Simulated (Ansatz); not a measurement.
# CaSiS3 (model cell, started as cubic perovskite with Si in the octahedra): following an unstable mode, part 3 of 3

Aim: this structure of CaSiS3 (model cell, started as cubic perovskite with Si in the octahedra) is to be tested for unstable modes, and one is followed downhill.

Ansatz 0.2.0; DFT LDA, scalar-relativistic, plane waves, PAW; PAW set soft_1.

So far. Step 5 (Energy along the mode, all amplitudes (two of the runs …): The lowest of the steps tried is the last one, at 0.6 Å, 99.1 meV/atom below the parent; the bottom of the well need not coincide with a step. Step 7 (The new phase in its own primitive cell): The largest force component left is 0.33 meV/Å and the pressure is -0.001 GPa, within the tolerances set. The cell now holds 17.91 Å³/atom. The relaxed cell has a = 6.060, c = 9.753 Å (conventional setting).

The structure was built from a prototype and need not be the compound's stable phase.

**8. Modes of the new phase, occupations fixed**

A relaxed structure may still be a saddle point, so its zone-centre modes are computed. No field response is asked.

File input.yaml:

```yaml
crystal:
  lattice:
    - [-3.0301885059, 3.0301885059, 4.8766300214]
    - [3.0301885059, -3.0301885059, 4.8766300214]
    - [3.0301885059, 3.0301885059, -4.8766300214]
  atoms:
    - { symbol: Ca, position: [0.75, 0.25, 0.5] }
    - { symbol: Ca, position: [0.25, 0.75, 0.5] }
    - { symbol: Si, position: [0.0, 0.0, 0.0] }
    - { symbol: Si, position: [0.5, 0.5, 0.0] }
    - { symbol: S, position: [0.8248784638, 0.3248784638, 0.1497569277] }
    - { symbol: S, position: [0.1751215362, 0.6751215362, 0.8502430723] }
    - { symbol: S, position: [0.75, 0.75, 0.0] }
    - { symbol: S, position: [0.25, 0.25, 0.0] }
    - { symbol: S, position: [0.6751215362, 0.8248784638, 0.5] }
    - { symbol: S, position: [0.3248784638, 0.1751215362, 0.5] }
kpoints:
  mp_grid: { grid: [8, 8, 8] }
hamiltonian:
  xc: lda
  pseudopotentials: { kind: paw, azcp: { folder: soft_1 }, xc_functional: pbe }
scf:
  occupations: { method: fixed }
output:
  eigenvalues: true
phonons:
  method: dfpt
```

Launch:

```sh
$ ansatz run input.yaml --threads 4 --pin off --max-ram 16384MiB --backend cpu --events-out ev --progress --plain --runs-dir out
```

Numbers of over 12 decimals in the logs are rounded to 6 here.

Log:

```text
[...]
Crystal: 10 atoms, lattice volume = 179.110 Å³
Basis set: ecut = 420 eV, 3473 PW (Γ), exchange–correlation on 96×96×96 points (8 copies of the dense FFT grid, shifted against one another)
Bands: 42, of which v1, the nominal top of the filled ones, is band 32 counted from 1 (31 counted from 0)
Symmetry: 16 space group operations
k-points: 260 of 512 (irreducible under 1 space group operation, time reversal used)
[...]
SCF iter   1: F=—  HF=-9993.577816 eV  |F-HF|=—  |Δ(HF+E_count)|=         —  Δρ=5.20e-2  dr2=1.09e1  ethr=3.10e-3  ⟨swp⟩=7.5  Hψ=55016  notcnv=0  defer=1713
[...]
SCF iter  11: F=-9990.069066 eV  HF=-9990.069066 eV  |F-HF|=5.46e-12  |Δ(HF+E_count)|=  3.82e-11  Δρ=8.42e-8  dr2=1.40e-11  ethr=1.00e-12  ⟨swp⟩=22.7  Hψ=100701  notcnv=0
SCF 1 converged in 11 iterations: F = -9990.069066 eV  dr2 = 1.40e-11
[...]
DFPT response loops at Γ: preconditioner auto → Resta (q_TF=auto, 2.298 Å⁻¹)  ε∞=15.5 (no band partly filled); β = 1.00, the filter's whole step (`scf.mixing.beta` (0.50) is not read by the response loops at its default; to damp them type it under 1.00, their step now; it binds the ground state too); Broyden in place of MSR1
SCF converged after 11 iterations
Free energy (F): -9990.069066 eV
[...]
Internal energy: -9990.069066 eV  (E = F + TS)
E sigma→0 (E₀):  -9990.069066 eV
Fermi energy:    7.975223 eV
[...]
--- Band table (eV; the first three rows and the last of 260) ---
  k-point 0: bands = [... 28 lower, 7.7624, 7.7624, 7.9211, 7.9211, 8.2241, 9.6117, 10.8098, 11.6758, ... 6 higher]
  k-point 1: bands = [... 28 lower, 7.1145, 7.6987, 7.7929, 7.9179, 8.7538, 9.7505, 11.0381, 11.3874, ... 6 higher]
  k-point 2: bands = [... 28 lower, 6.9803, 7.1762, 7.5750, 7.8211, 8.5944, 10.0270, 10.6007, 11.5637, ... 6 higher]
  k-point 259: bands = [... 28 lower, 6.4034, 6.7057, 7.6669, 7.6669, 10.0773, 10.4643, 11.1238, 11.6059, ... 6 higher]
--- Phonons (Γ-DFPT): 8 representative perturbations + reference, on 260 of 512 k-points (Σ response iterations 24) ---
  k mesh reduced under 1 symmetry operation, with k and −k counted as one. Each operation leaves every solved perturbation unchanged. A smaller set is not used because it would not reduce the number of displacements times k-points to solve
  ASR residual: 6.841e-5 → 0.000e0 eV/Å²; symmetrization residual: 3.140e-6 eV/Å²
  ASR residual per site (eV/Å²): 6.84e-5 6.84e-5 1.40e-5 1.40e-5 7.45e-6 7.45e-6 6.32e-5 6.32e-5 7.45e-6 7.45e-6
  Γ frequencies (cm⁻¹): -285.28 -37.65 -37.65 0.00 0.00 0.00 85.33 85.33 121.75 121.75 123.25 123.25 136.78 171.02 188.69 195.22 195.22 202.69 211.35 211.35 248.38 282.52 286.64 288.92 300.83 386.16 413.79 413.79 421.71 421.71
  non-analytic LO–TO correction: not included (Born effective charges unavailable; polar crystals: no LO–TO splitting at Γ)
```

Elapsed: 8.3 min, on 4 threads of Arm Neoverse V1, shared host; peak memory 5.3 GiB; 33 min of CPU time.

This step gave:

```
sum-rule residual before enforcement                    : 6.84e-5 eV/Å²
point group                                             : 4/mmm
highest optical mode at the zone centre (no LO-TO term) : 421.7 cm⁻¹
lowest optical zone-centre mode                         : -285.3 cm⁻¹
```

Patterns of degenerate modes are one choice out of their space. The modes at Γ (shares of kinetic energy by element, %) (negative means imaginary):

| mode | frequency (cm⁻¹) | symmetry | Ca % | Si % | S % |
| --- | --- | --- | --- | --- | --- |
| 1 | -285.3 | A2u | 0 | 77 | 23 |
| 2 | -37.6 | Eg | 10 | 0 | 90 |
| 3 | -37.6 | Eg | 10 | 0 | 90 |
| 4 | 0.0 | acoustic | 24 | 17 | 59 |
| 5 | 0.0 | acoustic | 24 | 17 | 59 |
| 6 | 0.0 | acoustic | 24 | 17 | 59 |
| 7 | 85.3 | Eu | 0 | 12 | 88 |
| 8 | 85.3 | Eu | 0 | 12 | 88 |
| 9 | 121.8 | Eu | 73 | 10 | 17 |
| 10 | 121.8 | Eu | 73 | 10 | 17 |
| 11 | 123.2 | Eg | 85 | 0 | 15 |
| 12 | 123.2 | Eg | 85 | 0 | 15 |
| 13 | 136.8 | A2g | 0 | 0 | 100 |
| 14 | 171.0 | B2g | 94 | 0 | 6 |
| 15 | 188.7 | A2u | 66 | 6 | 28 |
| 16 | 195.2 | Eu | 3 | 34 | 64 |
| 17 | 195.2 | Eu | 3 | 34 | 64 |
| 18 | 202.7 | B1u | 0 | 0 | 100 |
| 19 | 211.3 | Eg | 4 | 0 | 96 |
| 20 | 211.3 | Eg | 4 | 0 | 96 |
| 21 | 248.4 | A1g | 0 | 0 | 100 |
| 22 | 282.5 | A1u | 0 | 100 | 0 |
| 23 | 286.6 | A2u | 9 | 0 | 91 |
| 24 | 288.9 | B1g | 0 | 0 | 100 |
| 25 | 300.8 | B2g | 6 | 0 | 94 |
| 26 | 386.2 | A2g | 0 | 0 | 100 |
| 27 | 413.8 | Eu | 0 | 43 | 57 |
| 28 | 413.8 | Eu | 0 | 43 | 57 |
| 29 | 421.7 | Eu | 0 | 84 | 16 |
| 30 | 421.7 | Eu | 0 | 84 | 16 |

Displacements in mode 1 (-285.3 cm⁻¹), the largest set to 1:
```
Ca1  0.00  0.00 -0.02
Ca2  0.00  0.00 -0.02
Si3  0.00  0.00  1.00
Si4  0.00  0.00  1.00
S5   0.00  0.00 -0.23
S6   0.00  0.00 -0.23
S7   0.00  0.00 -0.40
S8   0.00  0.00 -0.40
S9   0.00  0.00 -0.23
S10  0.00  0.00 -0.23
```

Displacements in mode 26 (386.2 cm⁻¹), the largest set to 1:
```
Ca1  0.00  0.00  0.00
Ca2  0.00  0.00  0.00
Si3  0.00  0.00  0.00
Si4  0.00  0.00  0.00
S5   1.00 -1.00  0.00
S6  -1.00  1.00  0.00
S7   0.00  0.00 -0.84
S8   0.00  0.00  0.84
S9  -1.00 -1.00  0.00
S10  1.00  1.00  0.00
```

Before it was imposed, the acoustic sum rule was missed by 6.8e-5 eV/Å². Small misses are needed for a sound result but don't prove that mesh and cutoff are converged. The lowest optical mode is imaginary, 285.3i cm⁻¹, so the energy falls along it.

**9. What came out**

| Item | Value |
| --- | --- |
| unstable mode of the parent | q = (-0.5, -0.5, -0.5), 182i cm⁻¹ |
| depth at the lowest point sampled | 99.1 meV/atom |
| largest atomic shift at that point | 0.6 Å |
| space group reached (within 0.01 Å) | I4/mcm |
| energy gained over the parent (first relaxation, on the mesh of the frozen mode) | 162 meV/atom |
| volume per atom, phase reached | 17.9 Å³ |
| gap on the k-mesh, phase reached | 0.249 eV |
| lowest optical zone-centre mode, phase reached | -285 cm⁻¹ |
| highest optical mode at the zone centre (no LO-TO term), phase reached | 422 cm⁻¹ |

**Reading.** Along this mode the structure falls into I4/mcm, 162 meV/atom below the parent. At the parent's cell the well is 99.13 meV/atom deep on the steps tried, with its lowest point at a shift of 0.6 Å. That is the last step tried, so the steps alone don't bracket the bottom of the well. Relaxing atoms and cell changes the gain by +62.95 meV/atom against the lowest step (energies at zero smearing). The new phase still has an imaginary mode at the zone centre of its cell, so it is a saddle point on the way to a lower structure. Of the 6 patterns followed to their end from this parent, this one ends 21.3 meV/atom above the lowest, R-3c. Each path keeps the symmetry of its pattern, so a lower phase may lie along a pattern not tried. With no gap, or one that is small against the smearing, the frequencies hang on the k mesh and the smearing, most of all near Kohn anomalies. The PAW files were made for PBE and serve the other functionals too. A phonon run warned that its eigensolver left some bands unconverged in a pass. The starting cell was built on a prototype and not taken from a measurement, so the phase need not exist.

[Logs are printed without paths, hosts, clocks, repeated set-up lines and the standing remarks that a program may print on its own settings, such as how far it seeks lower states.]

[Hosts, paths, dates, database ids (printed as entryN), source tags and the programs' standing remarks are cut or masked in the printed files.]
